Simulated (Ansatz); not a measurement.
# Band gap of H4C2SeSO2 (Pc) from density functionals to GW, part 3 of 3

Aim: the gap of H4C2SeSO2 (Pc) at several levels of theory on one structure, with the time that each takes.

Ansatz 0.2.0; density functionals, hybrids and G0W0, plane waves, PAW. Known limits of the many-body steps: finite bands, screening cutoff and k mesh; no spin-orbit coupling in G0W0.

So far. Step 11 (G0W0@HSE06, 4×4×2 mesh, 1091 empty bands, screening to …): Over 17 of 18 irreducible mesh points the G0W0 gap is 6.244 eV, from k = (-0.500, -0.500, 0.000) to k = (-0.500, 0.000, 0.000). The HSE06 gap of this run on the mesh is 4.223 eV. The two states that bound the G0W0 gap lie that far apart at the start, so the correction of the gap is 6.244 − 4.223 = +2.021 eV.

In doubt: masses and optical values from hybrid runs of this build are listed as unsure (step 11), which bears on the screening that GW takes from such a start.

## Step 13: All levels together

Each gap is the least one over the points named; times are wall times on shared hosts, not benchmarks. A G0W0 time includes the run's own self-consistent start. Runs with listed points see these and the mesh alone, so an edge that moves elsewhere is missed. Rows marked * are further runs, not shown as steps, whose inputs differ from the G0W0 step on the same start in the columns given; solver thresholds can differ too. Symmetry makes (-0.500, 0.500, 0.000) and (-0.500, -0.500, 0.000) one point.

```tsv
level	mesh	files, cutoff	bands summed, screening	points	gap (eV)	valence top	conduction bottom	least direct gap (eV)	time
LDA	6×4×4	soft_1 PAW, 420 eV	-	mesh and listed points	2.797	(-0.500, 0.500, 0.000)	(-0.500, 0.000, 0.000)	3.002	13 s
PBEsol	6×4×4	soft_1 PAW, 420 eV	-	mesh and listed points	2.905	(-0.500, 0.500, 0.000)	(-0.500, 0.000, 0.000)	3.118	20 s
PBE	6×4×4	soft_1 PAW, 420 eV	-	mesh and path	2.989	(-0.500, 0.500, 0.000)	(-0.500, 0.000, 0.000)	3.203	12 s
PBE+SOC	6×4×4	soft_1 PAW, 420 eV	-	mesh and listed points	2.988	(-0.500, 0.500, 0.000)	(-0.500, 0.000, 0.000)	3.193	20 s
r2SCAN	6×4×4	soft_1 PAW, 500 eV	-	mesh and listed points	3.333	(-0.500, 0.500, 0.000)	(-0.500, 0.000, 0.000)	3.561	17 s
HSE06	4×4×2	soft_1 PAW, 420 eV	-	mesh and listed points	4.223	(-0.500, 0.500, 0.000)	(-0.500, 0.000, 0.000)	4.463	76 s
PBE0	4×4×2	soft_1 PAW, 420 eV	-	mesh and listed points	4.978	(-0.500, 0.500, 0.000)	(-0.500, 0.000, 0.000)	5.220	74 s
DDH-PBE0	4×4×2	soft_1 PAW, 420 eV	-	mesh and listed points	5.660	(-0.500, 0.500, 0.000)	(-0.500, 0.000, 0.000)	5.911	1.8 min
G0W0@PBE*	4×4×2	soft_1 PAW, 420 eV	225, 48 eV	17 of 18 irreducible mesh points	5.516	(-0.500, -0.500, 0.000)	(-0.500, 0.000, 0.000)	5.804	31 s
G0W0@PBE*	4×4×2	soft_1 PAW, 420 eV	553, 96 eV	17 of 18 irreducible mesh points	5.633	(-0.500, -0.500, 0.000)	(-0.500, 0.000, 0.000)	5.905	69 s
G0W0@PBE	4×4×2	soft_1 PAW, 420 eV	1137, 160 eV	17 of 18 irreducible mesh points	5.679	(-0.500, -0.500, 0.000)	(-0.500, 0.000, 0.000)	5.954	3 min
G0W0@PBE*	2×2×2	soft_1 PAW, 420 eV	553, 96 eV	all 8 irreducible mesh points	5.643	(-0.500, -0.500, 0.000)	(-0.500, 0.000, 0.000)	5.915	20 s
G0W0@HSE06	4×4×2	soft_1 PAW, 420 eV	1137, 160 eV	17 of 18 irreducible mesh points	6.244	(-0.500, -0.500, 0.000)	(-0.500, 0.000, 0.000)	6.523	8.3 min
G0W0@r2SCAN	4×4×2	soft_1 PAW, 500 eV	1137, 160 eV	17 of 18 irreducible mesh points	5.895	(-0.500, -0.500, 0.000)	(-0.500, 0.000, 0.000)	6.177	3.7 min
```

## Step 14: Results

* LDA, over mesh and listed points: 2.797 eV
* PBEsol, over mesh and listed points: 2.905 eV
* PBE, over mesh and path: 2.989 eV
* PBE+SOC, over mesh and listed points: 2.988 eV
* r2SCAN, over mesh and listed points: 3.333 eV
* HSE06, over mesh and listed points: 4.223 eV
* PBE0, over mesh and listed points: 4.978 eV
* DDH-PBE0, over mesh and listed points: 5.660 eV
* G0W0@PBE (1137 bands, 4×4×2), over 17 of 18 irreducible mesh points: 5.679 eV
* G0W0@HSE06, over 17 of 18 irreducible mesh points: 6.244 eV
* G0W0@r2SCAN, over 17 of 18 irreducible mesh points: 5.895 eV
* known limits: finite bands, screening cutoff and k mesh; no spin-orbit coupling in G0W0

In words: The rows run from 2.797 eV (LDA) to 6.244 eV (G0W0@HSE06). They differ in mesh, plane-wave cutoff, bands and screening cutoff of G0W0 and the points over which the gap was sought as well as in level, so only pairs that share these are like for like. PBEsol against LDA: 2.905 − 2.797 = +0.108 eV, with the same mesh, files and cutoff, and both edges at the same k points. PBE against PBEsol: 2.989 − 2.905 = +0.084 eV, with the same mesh, files and cutoff, and both edges at the same k points. PBE+SOC against PBE: 2.988 − 2.989 = −0.001 eV, with the same mesh, set of files (read in its fully relativistic form for the spin-orbit run) and cutoff, and both edges at the same k points. The spin-orbit run sees mesh and listed points alone, so its gap is an upper bound: the coupling can move an edge off these points, the more so as this crystal has no centre of inversion, and the change over the zone, its sign included where it is small, is not known. PBE0 against HSE06: 4.978 − 4.223 = +0.755 eV, with the same mesh, files and cutoff, and both edges at the same k points. DDH-PBE0 against PBE0: 5.660 − 4.978 = +0.682 eV, with the same mesh, files and cutoff, and both edges at the same k points. G0W0@HSE06 against G0W0@PBE with 1137 bands: 6.244 − 5.679 = +0.565 eV, with the same mesh, files and cutoffs, and both edges at the same k points. The dielectric-dependent hybrid took 0.334 of exact exchange, against 0.25 in PBE0. G0W0@PBE (1137 bands, 4×4×2) moves the gap of its own start on the mesh by 5.679 − 2.989 = +2.690 eV, between the same two levels. Both edges that PBE shows over mesh and path lie at k points where levels were corrected. Levels at other points were not corrected, so a lower G0W0 gap elsewhere in the zone is not ruled out. G0W0@HSE06 moves the gap of its own start on the mesh by 6.244 − 4.223 = +2.021 eV, between the same two levels. Both edges that HSE06 shows over mesh and listed points lie at k points where levels were corrected. Levels at other points were not corrected, so a lower G0W0 gap elsewhere in the zone is not ruled out. G0W0@r2SCAN moves the gap of its own start on the mesh by 5.895 − 3.333 = +2.562 eV, between the same two levels. Both edges that r2SCAN shows over mesh and listed points lie at k points where levels were corrected. Levels at other points were not corrected, so a lower G0W0 gap elsewhere in the zone is not ruled out. What spin-orbit coupling does to the G0W0 levels was not computed, so no sum with the G0W0 gap is formed. For G0W0@PBE: from 225 bands and 48 eV to 1137 bands and 160 eV the gap moves by 5.679 − 5.516 = +0.163 eV (rung by rung 5.516, 5.633, 5.679 eV); bands and screening cutoff rise together, so their parts are not told apart. A line in one over the bands through the two highest rungs gives 5.679 + (5.679 − 5.633) × 553 / (1137 − 553) = 5.723 eV, and through the pair below 5.633 + (5.633 − 5.516) × 225 / (553 − 225) = 5.713 eV. The two agree within 0.03 eV and the same two states bound the gap in each rung, so 5.723 eV is taken as an estimate of the limit on this mesh. The other G0W0 rows are shown at one basis each (1137 bands), so their distance from the limit is not known here. With the 2×2×2 mesh in place of the 4×4×2 mesh and all else as in the G0W0@PBE row with 553 bands, the gap differs by 5.643 − 5.633 = +0.010 eV, and that of the start by 2.986 − 2.989 = −0.003 eV. The G0W0 runs are scalar-relativistic. G0W0@PBE runs of this series with other atomic data on the same mesh, not shown as steps, give 5.692 eV (hard PAW, 930 eV, 1663 bands, screening to 208 eV); where bands and cutoffs differ too, the part of the files is not isolated.

[Paths, hosts, dates, memory and timing lines, banners, echoed tables and standing remarks are left out of the program output.]

[Logs are printed without paths, hosts, clocks, repeated set-up lines and the standing remarks that a program may print on its own settings, such as how far it seeks lower states.]

[Runs of the session that timed out or met a known fault of the program may be left out.]

[Cells called generated may have been cut or substituted from an entry of the Crystallography Open Database or the Materials Project.]

[Hosts, paths, dates, database ids (printed as entryN), source tags and the programs' standing remarks are cut or masked in the printed files.]

[Where an RPA ε∞ is given, it is that of the G0W0 mesh and is not shown converged in it. Names of k-points follow the symmetry that the program found, which can be lower than the space group named. Band edges on a path are those of the sampled points; other points can move an edge, and change direct to indirect where valleys lie close.]

[Hybrid gaps are those of their k-mesh and are not shown converged in it.]
